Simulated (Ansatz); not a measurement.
# V_B-C_P in BP (F-43m): charge-transition levels and formation energies, part 2 of 2

Aim: at which Fermi levels does V_B-C_P in BP (F-43m) change its charge? The model is a cell of 54 host atoms with 1 site emptied and C put on another atom's site.

Ansatz; place-levels on r2SCAN runs: charge-transition levels and formation energies with image-charge correction and potential alignment at the atomic sites; PAW set soft_1.

So far: Set-up; What was run first.

**3. place-levels, r2SCAN**

A charged cell interacts with its images and the background, and its potential has another zero than the host's. place-levels removes the first by a point-charge model, screened by the static dielectric constant since the ions have relaxed around the charge, and the second by comparing potentials at atoms far from the defect.

The host is a run of the defect-free crystal in the same cutoffs, grids and k-points, so that basis and sampling errors cancel in part in the differences. The host is run in a cell of 2 atoms on a matching mesh. Its band edges are searched through the zone by a band path, so the gap is smaller than, or equal to, that on the mesh. Chemical potentials are energies per atom of B (alpha-rhombohedral (B12)), P (black phosphorus) and C (diamond), run with the same functional and cutoff. Carbon is taken as diamond, which semilocal functionals can put about 0.1 eV an atom over graphite.

Input file levels.point.yaml:

```yaml
host:
  run: host.point.run
states: [qm3_M1.point.run, qm2.point.run, qm2_M2.point.run, qm1_M1.point.run, q0.point.run, q0_M2.point.run, qp1_M1.point.run]
geometry_from:
  qm3_M1.point.run: qm3_M1.relax.run
  qm2.point.run: qm2.relax_smeared.run
  qm2_M2.point.run: qm2_M2.relax.run
  qm1_M1.point.run: qm1_M1.relax.run
  q0.point.run: q0.relax.run
  q0_M2.point.run: q0_M2.relax.run
  qp1_M1.point.run: qp1_M1.relax.run
  host.point.run: host.relax.run
chemical_potentials:
  B:
    energy: -156.554104
    dataset: <sha256 of the dataset>
  P:
    energy: -759.166194
    dataset: "<sha256 of the dataset>"
  C:
    energy: -251.553391
    dataset: "<sha256 of the dataset>"
epsilon: 9.31
static_epsilon: 9.42
vertical:
  - { from: qm3_M1.point.run, to: qm3_M1.point_neutral.run }
  - { from: qm2.point.run, to: qm2.point_neutral.run }
  - { from: qm2_M2.point.run, to: qm2_M2.point_neutral.run }
  - { from: qm1_M1.point.run, to: qm1_M1.point_neutral.run }
  - { from: qp1_M1.point.run, to: qp1_M1.point_neutral.run }
```

The run is started by

```bash
> ansatz place-levels levels.point.yaml -- --threads 4 --pin off --max-ram 7536MiB
```

Log:

```text
[... repeated set-up lines and file paths are left out, and long positions are rounded to six places ...]
(+1/0) 0.037 eV beneath the valence edge (-0.322 eV without the band-filling correction), in the valence band
(0/-1) 0.777 eV above the valence edge, 0.631 eV under the conduction edge
(-1/-2) 1.438 eV above the valence edge, in the conduction band; not on the lower envelope
(-2/-3) 1.407 eV above the valence edge (+2.226 eV without the band-filling correction), 0.000 eV under the conduction edge; not on the lower envelope
(-1/-3) 1.423 eV above the valence edge (+1.832 eV without the band-filling correction), in the conduction band: charges between them are lowest nowhere
formation energy of charge +1: +5.555 eV with the Fermi level at the valence edge
formation energy of charge 0: +5.518 eV with the Fermi level at the valence edge
formation energy of charge -1: +6.295 eV with the Fermi level at the valence edge
formation energy of charge -2: +7.733 eV with the Fermi level at the valence edge
formation energy of charge -3: +9.140 eV with the Fermi level at the valence edge
vertical -3 to 0: no energy, since no alignment is typed
  the change from vertical[0].from (qm3_M1.point.run) to vertical[0].to (qm3_M1.point_neutral.run): by its spins about the atoms it stands at 0.570 0.238 0.572, with an rms radius of about 2.2 Å (1.3 1.3 1.3 Å across the planes of the cell's vectors); [...]
vertical -2 to 0: no energy, since no alignment is typed
  the change from vertical[1].from (qm2.point.run) to vertical[1].to (qm2.point_neutral.run): by its potential at epsilon 9.31 it stands at 0.613 0.281 0.613, with an rms radius of about 2.5 Å (1.4 1.4 1.4 Å across the planes of the cell's vectors); [...]
vertical -2 to 0: no energy, since no alignment is typed
  the change from vertical[2].from (qm2_M2.point.run) to vertical[2].to (qm2_M2.point_neutral.run): by its potential at epsilon 9.31 it stands at 0.606 0.270 0.603, with an rms radius of about 2.5 Å (1.4 1.4 1.4 Å across the planes of the cell's vectors); [...]
vertical -1 to 0: no energy, since no alignment is typed
  the change from vertical[3].from (qm1_M1.point.run) to vertical[3].to (qm1_M1.point_neutral.run): by its potential at epsilon 9.31 it stands at 0.611 0.277 0.612, with an rms radius of about 2.7 Å (1.6 1.6 1.6 Å across the planes of the cell's vectors); [...]
vertical +1 to 0: no energy, since no alignment is typed
  the change from vertical[4].from (qp1_M1.point.run) to vertical[4].to (qp1_M1.point_neutral.run): by its potential at epsilon 9.31 it stands at 0.603 0.268 0.601, with an rms radius of about 2.7 Å (1.7 1.5 1.5 Å across the planes of the cell's vectors); [...]
  edges by r2scan, gap 1.407 eV; the host is sampled to repeats of 19.25 Å
  the defect's cells are sampled to repeats of 19.25 Å, like sampling
  charge +1: -24089.8123 eV with its correction of -0.256 eV, at epsilon 9.42, aligned at sites: -0.5132 eV, mean over 16 atomic sites at or beyond 4.81 Å from the defect at [0.6250, 0.2917, 0.6250], with +0.000000 for the charge's moments and without [...]
  states[6] (qp1_M1.point.run): levels filled in part (TS 0.004 eV): its energy is of no whole electron's
  charge 0: +0.000 eV for its dipole among its images, +0.000 omitted
  states[4] (q0.point.run): levels filled in part (TS 0.009 eV): its energy is of no whole electron's
  charge -1: -24070.8991 eV with its correction of +0.647 eV, at epsilon 9.42, aligned at sites: -0.3897 eV, mean over 16 atomic sites at or beyond 4.81 Å from the defect at [0.6250, 0.2917, 0.6250], with -0.000000 for the charge's moments and without [...]
  charge -2: -24060.2318 eV with its correction of +1.747 eV, at epsilon 9.42, aligned at sites: -0.3583 eV, mean over 16 atomic sites at or beyond 4.81 Å from the defect at [0.6250, 0.2917, 0.6250], with -0.000000 for the charge's moments and without [...]
  states[2] (qm2_M2.point.run): levels filled in part (TS 0.003 eV): its energy is of no whole electron's
  charge -3: -24048.7762 eV with its correction of +3.258 eV, at epsilon 9.42, aligned at sites: -0.3137 eV, mean over 16 atomic sites at or beyond 4.81 Å from the defect at [0.6250, 0.2917, 0.6250], with -0.000000 for the charge's moments and without [...]
  charge 0: states[5] (q0_M2.point.run) stands 0.520 eV higher, with a moment of 2.00 μB against 0.00
  charge -2: states[1] (qm2.point.run) stands 0.224 eV higher, with a moment of 0.00 μB against 2.00
  states[1] (qm2.point.run): levels filled in part (TS 0.012 eV): its energy is of no whole electron's
  of states[6] (qp1_M1.point.run): it parts from the run at its places by a charge that spreads by about 1.7 Å along one vector (1.4 Å or more is wide), by its potential at epsilon 9.31, taken for that of held ions (one typed too small widens it), where the [...]
  of states[4] (q0.point.run): its alignment with the host at atomic sites is doubtful: the mean over the far sites moves by -0.0935 eV from their farther parts to their nearer, more than 0.05 eV. [...]
  of states[3] (qm1_M1.point.run): it parts from the run at its places by a charge that spreads by about 1.6 Å along one vector (1.4 Å or more is wide), by its potential at epsilon 9.31, taken for that of held ions (one typed too small widens it), where the [...]
  of states[2] (qm2_M2.point.run): it parts from the run at its places by a charge that spreads by about 1.4 Å along one vector (1.4 Å or more is wide), by its potential at epsilon 9.31, taken for that of held ions (one typed too small widens it), where the [...]
  of states[0] (qm3_M1.point.run): it parts from the run that its charge is read beside by 3 carriers, of which the mean alone is read, by the spins about the atoms: that is narrow, but one of them can be a band state's beside narrower ones, where a level is [...]
  of states[5] (q0_M2.point.run): its alignment with the host at atomic sites is doubtful: the mean over the far sites moves by -0.0805 eV from their farther parts to their nearer, more than 0.05 eV. [...]
  of states[1] (qm2.point.run): it parts from the run at its places by a charge that spreads by about 1.4 Å along one vector (1.4 Å or more is wide), by its potential at epsilon 9.31, taken for that of held ions (one typed too small widens it), where the cell [...]
  of vertical[0].from (qm3_M1.point.run): stability_check_not_made; [...]
  vertical[0].to (qm3_M1.point_neutral.run): levels filled in part (TS 0.011 eV): its energy is of no whole electron's
  vertical[1].from (qm2.point.run): levels filled in part (TS 0.012 eV): its energy is of no whole electron's
  of vertical[1].from (qm2.point.run): it parts from the run at its places by a charge that spreads by about 1.4 Å along one vector (1.4 Å or more is wide), by its potential at epsilon 9.31, taken for that of held ions (one typed too small widens it), where [...]
  vertical[1].to (qm2.point_neutral.run): levels filled in part (TS 0.011 eV): its energy is of no whole electron's
  vertical[2].from (qm2_M2.point.run): levels filled in part (TS 0.003 eV): its energy is of no whole electron's
  of vertical[2].from (qm2_M2.point.run): stability_check_not_made; of the run under geometry_from: band_overlap_at_count; [...]
  vertical[2].to (qm2_M2.point_neutral.run): levels filled in part (TS 0.010 eV): its energy is of no whole electron's
  of vertical[3].from (qm1_M1.point.run): stability_check_not_made; [...]
  vertical[3].to (qm1_M1.point_neutral.run): levels filled in part (TS 0.011 eV): its energy is of no whole electron's
  vertical[4].from (qp1_M1.point.run): levels filled in part (TS 0.004 eV): its energy is of no whole electron's
  of vertical[4].from (qp1_M1.point.run): its moments are held at its close (magnetization.spin_locking), by a field of 0.412 eV a Bohr magneton, and its energy and levels are of the state that this holds: a run that lets them go can end lower; [...]
  vertical[4].to (qp1_M1.point_neutral.run): levels filled in part (TS 0.008 eV): its energy is of no whole electron's
```

It took 0.63 s on 4 threads of Arm Neoverse V2, shared host.

Levels between the charges placed, in eV above the valence top:

```
        gap (eV)  (+1/0)  (0/−1)  (−1/−2)  (−2/−3)
r2SCAN      1.41   -0.04    0.78     1.44     1.41
```

Corrections by state:

```
charge  moment (μB)  image terms and alignment (eV)  band filling (eV)  ε used  over the lowest of its charge, as the program ranks them, band filling apart (eV)
    +1          1.0                          -0.256             -0.286    9.42                                                                              0.000
     0          0.0                           0.000                  -       -                                                                              0.000
    −1          1.0                           0.647                  -    9.42                                                                              0.000
    −2          2.0                           1.747                  -    9.42                                                                              0.000
    −3          1.0                           3.258             -0.819    9.42                                                                              0.000
     0          2.0                           0.000                  -       -                                                                              0.520
    −2          0.0                           1.746                  -    9.42                                                                              0.224
```

The charged structures listed were also run neutral, and place-levels reads from each pair, by the potential or the spins, how wide the charge is by which they differ; that can be the carrier of either run.

```
charge  rms radius (Å)  spread where it is widest against the cell (Å)  wide from (Å)  reading
    +1             2.7                                            1.65           1.36     wide
    −1             2.7                                            1.59           1.36     wide
    −2             2.5                                            1.44           1.36     wide
    −3             2.2                                            1.26           1.36   narrow
```

The neutral runs of these pairs need not share the spin of the lowest neutral state, and very wide values only mean spread over the cell.

From the program's caveats on the states, each cut to its opening words:

- charge +1 (1 μB): it parts from the run at its places by a charge that spreads by about 1.7 Å along one vector (1.4 Å or more is wide), by its potential at epsilon 9.31, taken [...]
- charge +1 (1 μB): a band-filling correction moves a carrier to the host's band edge, which changes its energy by -0.286 eV
- charge +1 (1 μB): its alignment with the host at atomic sites is doubtful: the mean over the far sites moves by -0.1138 eV from their farther parts to their nearer, more than [...]
- charge +1 (1 μB): its moments are held at its close (magnetization.spin_locking), by a field of 0.412 eV a Bohr magneton, and its energy and levels are of the state that this [...]
- charge +1 (1 μB), −1 (1 μB), −2 (2 μB), −3 (1 μB), 0 (2 μB): flagged: stability check not made
- charge 0: its alignment with the host at atomic sites is doubtful: the mean over the far sites moves by -0.0935 eV from their farther parts to their nearer, more than [...]
- charge −1 (1 μB): it parts from the run at its places by a charge that spreads by about 1.6 Å along one vector (1.4 Å or more is wide), by its potential at epsilon 9.31, taken [...]
- charge −1 (1 μB): its alignment with the host at atomic sites is doubtful: the mean over the far sites moves by -0.0527 eV from their farther parts to their nearer, more than [...]
- charge −1 (1 μB): the far atoms show a dipole or second moment of the defect's charge, for which the correction takes or leaves out 0.118 eV: further moments aren't read, and [...]
- charge −2 (2 μB), −2: it parts from the run at its places by a charge that spreads by about 1.4 Å along one vector (1.4 Å or more is wide), by its potential at epsilon 9.31, taken [...]
- charge −2 (2 μB): the far atoms show a dipole or second moment of the defect's charge, for which the correction takes or leaves out 0.233 eV: further moments aren't read, and [...]
- charge −3 (1 μB): it parts from the run that its charge is read beside by 3 carriers, of which the mean alone is read, by the spins about the atoms: that is narrow, but one of [...]
- charge −3 (1 μB): a band-filling correction moves a carrier to the host's band edge, which changes its energy by -0.819 eV
- charge −3 (1 μB): the far atoms show a dipole or second moment of the defect's charge, for which the correction takes or leaves out 0.674 eV: further moments aren't read, and [...]

The host's formation energy from the elements is -0.484 eV per atom; it sets how far the chemical potentials can move.

Limit set by the element alone; other compounds of these elements are not counted. Chemical potentials from the elements' reference states: B 0.00 eV, P -0.97 eV, C 0.00 eV. Formation energies (B-rich), with the Fermi level at the valence top and at the conduction bottom (gap 1.41 eV):

```
charge  at valence top (eV)  at conduction bottom (eV)  correction included (eV)
    +1                 4.59                       5.99                     -0.54
     0                 4.55                       4.55                      0.00
    −1                 5.33                       3.92                      0.65
    −2                 6.76                       3.95                      1.75
    −3                 8.17                       3.95                      2.44
```

```json
{"Fermi level (eV)": "0.00", "lowest formation energy (eV)": "4.55"}
{"Fermi level (eV)": "0.13", "lowest formation energy (eV)": "4.55"}
{"Fermi level (eV)": "0.26", "lowest formation energy (eV)": "4.55"}
{"Fermi level (eV)": "0.38", "lowest formation energy (eV)": "4.55"}
{"Fermi level (eV)": "0.51", "lowest formation energy (eV)": "4.55"}
{"Fermi level (eV)": "0.64", "lowest formation energy (eV)": "4.55"}
{"Fermi level (eV)": "0.77", "lowest formation energy (eV)": "4.55"}
{"Fermi level (eV)": "0.90", "lowest formation energy (eV)": "4.43"}
{"Fermi level (eV)": "1.02", "lowest formation energy (eV)": "4.30"}
{"Fermi level (eV)": "1.15", "lowest formation energy (eV)": "4.18"}
{"Fermi level (eV)": "1.28", "lowest formation energy (eV)": "4.05"}
{"Fermi level (eV)": "1.41", "lowest formation energy (eV)": "3.92"}
```

Limit set by the element alone; other compounds of these elements are not counted. Chemical potentials from the elements' reference states: P 0.00 eV, B -0.97 eV, C 0.00 eV. Formation energies (P-rich), with the Fermi level at the valence top and at the conduction bottom (gap 1.41 eV):

```
charge  at valence top (eV)  at conduction bottom (eV)  correction included (eV)
    +1                 4.59                       5.99                     -0.54
     0                 4.55                       4.55                      0.00
    −1                 5.33                       3.92                      0.65
    −2                 6.76                       3.95                      1.75
    −3                 8.17                       3.95                      2.44
```

Fermi level (eV), lowest formation energy (eV) and a bar from the least value:
```
     0.00       4.55 ##############################
     0.13       4.55 ##############################
     0.26       4.55 ##############################
     0.38       4.55 ##############################
     0.51       4.55 ##############################
     0.64       4.55 ##############################
     0.77       4.55 ##############################
     0.90       4.43 ########################
     1.02       4.30 ##################
     1.15       4.18 ############
     1.28       4.05 ######
     1.41       3.92
```

**4. Results**

```json
{
  "gap of the host": "1.41 eV (r2SCAN)",
  "level (plus 1/0)": "0.04 eV below the valence top (-0.32 eV above the valence top without the band-filling term)",
  "level (0/minus 1)": "0.78 eV above the valence top",
  "level (minus 1/minus 2)": "1.44 eV above the valence top, past the conduction bottom, not a change between lowest states",
  "level (minus 2/minus 3)": "1.41 eV above the valence top, at the conduction bottom, not a change between lowest states (2.23 eV above the valence top without the band-filling term)",
  "lowest of the charges placed, just above the valence top (0.02 eV)": "0",
  "lowest of the charges placed, just below the conduction bottom (0.02 eV)": "−1",
  "lowest formation energy at mid-gap of the charges run, B-rich": "4.55 eV",
  "lowest formation energy at mid-gap of the charges run, P-rich": "4.55 eV"
}
```

In words: Of the charges placed (−3, −2, −1, 0 and +1), the lowest changes at 0.78 eV (0/−1) above the valence top, in a gap of 1.41 eV. (0/−1) lies nearer to a band edge than the share of the finite-size correction in it (0.65 eV), and that correction holds for a localised charge alone. (−1/−2) lies 0.03 eV from a band edge, less than the doubt on such levels. States placed: +1 at 1 μB; 0 at 0 μB and 2 μB; −1 at 1 μB; −2 at 2 μB and 0 μB; −3 at 1 μB. Other spin states or structures, where not listed, weren't placed. The program finds carriers beyond a band edge of the host and adds a band-filling term at charge −3 (-0.82 eV) and +1 (-0.29 eV); steps to such a charge show no bound level, and a defect level inside a band would be read the same way. The single point of charge −2 ended up to 0.05 eV away from the relaxation's own energy, in another electronic state for which the structure isn't relaxed; levels and gains that use it carry that error. Corrections reach 3.3 eV, so the cell is small for these charges and their levels are rough. C is taken at its element; compounds, which aren't counted here, bound the chemical potentials and would shift these formation energies. The program doubts the alignment of potentials for at least one state, a sign that the cell is small. What this leaves open: r2SCAN makes the gap too small and tends to spread out bound carriers; force components of up to 0.22 eV/Å remain in a run at the final settings.

[Logs are printed without paths, hosts, clocks, repeated set-up lines and the standing remarks that a program may print on its own settings, such as how far it seeks lower states.]

[Hosts, paths, dates, database ids (printed as entryN), source tags and the programs' standing remarks are cut or masked in the printed files.]

[Where a table of states has a column of steps, it counts the stored structures, which are thinned; the runs took as many ionic steps or more.]

[A defect's name tells the site on which it was built; relaxed atoms can leave that site.]

[For some hosts the program warned that the k-mesh of the response run may be too coarse for force constants and the static dielectric constant; such warnings are not shown here.]
